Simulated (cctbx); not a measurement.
## Interatomic vectors of Sm2Al14C

Space group P4_2/mnm (no. 136), a = 9.5610 Å, b = 9.5610 Å, c = 12.6130 Å, α = 90.00°, β = 90.00°, γ = 90.00°, content Sm8 Al56 C4.

The data are simulated with cctbx, not measured: synchrotron X-rays, λ = 0.6889 Å, to d = 0.65 Å, 50 % of the full sphere, strongest reflection 20000 counts, noise from counting, a 6 % proportional error and a noise floor of 2 counts (s.d.); no absorption.

Patterson synthesis, origin scaled to 1000:

```text
Patterson group P 4/m m m
      u       v       w   height  length (A)
  0.000   0.000   0.000   1000.0     0.00
  0.000   0.500   0.500    326.5     7.91
  0.500   0.500   0.000    279.9     6.76
  0.220   0.500   0.500    224.9     8.19
  0.121   0.399   0.000    222.2     3.98
  0.380   0.380   0.500    211.7     8.13
  0.100   0.100   0.500    205.9     6.45
  0.273   0.273   0.000    127.4     3.69
  0.044   0.044   0.248     49.9     3.18
  0.108   0.500   0.176     48.3     5.37
  0.000   0.326   0.323     45.0     5.13
  0.371   0.371   0.110     44.0     5.21
  0.000   0.204   0.377     38.4     5.14
  0.174   0.500   0.120     36.7     5.28
```

Q: Assign the vectors.

A peak at u stands for all pairs with xi − xj = u, with weight Σ ZiZj against Σ Z² = 40360 at the origin. Peak heights follow these weights only roughly, since form factors, motion and series ripples differ, all vectors within 0.55 Å of a peak are counted as merged into it though the farther ones add only part of their weight, and F(000) is left out, which lowers the whole map:

| u | v | w | shortest length (Å) | height | 1000 ΣZiZj/ΣZ² | pairs in the cell |
| --- | --- | --- | --- | --- | --- | --- |
| 0.000 | 0.500 | 0.500 | 7.91 | 326 | 414 | 4 × Sm–Sm, 8 × Al–Al |
| 0.500 | 0.500 | 0.000 | 6.76 | 280 | 471 | 4 × Sm–Sm, 8 × Sm–C, 4 × Al–Al |
| 0.220 | 0.500 | 0.500 | 8.19 | 225 | 209 | 2 × Sm–Sm, 4 × Al–Al, 2 × C–C |
| 0.121 | 0.399 | 0.000 | 3.99 | 222 | 261 | 2 × Sm–Sm, 2 × Sm–Al, 2 × Sm–C, 2 × Al–Al, 2 × Al–C |
| 0.380 | 0.380 | 0.500 | 8.13 | 212 | 217 | 2 × Sm–Sm, 2 × Sm–C, 2 × Al–Al |
| 0.100 | 0.100 | 0.500 | 6.45 | 206 | 209 | 2 × Sm–Sm, 2 × Sm–C |
| 0.273 | 0.273 | 0.000 | 3.69 | 127 | 194 | 1 × Sm–Sm, 4 × Sm–Al, 2 × Sm–C, 1 × C–C |
| 0.044 | 0.044 | 0.248 | 3.18 | 50 | 80 | 4 × Sm–Al |
| 0.108 | 0.500 | 0.176 | 5.37 | 48 | 80 | 4 × Sm–Al |

The table stops at ten peaks or at a height of 45, below which ripples compete. In the model behind the data Sm, the heaviest element, has 2 independent sites: (0.1401, 0.8599, 0) and (0.7395, 0.7395, 0), up to an allowed shift of origin; the Sm–Sm vectors are differences of these positions and their symmetry mates. The whole model:

```csv
atom,mult.,x,y,z,Ueq (Å²)
Sm1,4,0.1401,0.8599,0,0.0177
Sm2,4,0.7395,0.7395,0,0.0204
Al1,16,0.2220,0.5615,0.1252,0.0418
Al2,16,0.0337,0.3610,0.1758,0.0391
Al3,8,0.0998,0.0998,0.2079,0.0523
Al4,8,0.3164,0.3164,0.2454,0.0357
Al5,4,0,0,0.3922,0.0279
Al6,4,0,1/2,0,0.0327
C1,4,0.3770,0.6230,0,0.0495
```

The model is made up (kin elements in a known structure type, no relaxation), so it says nothing on whether the phase exists.

[Logs are printed without paths, hosts, clocks, repeated set-up lines and the standing remarks that a program may print on its own settings, such as how far it seeks lower states.]
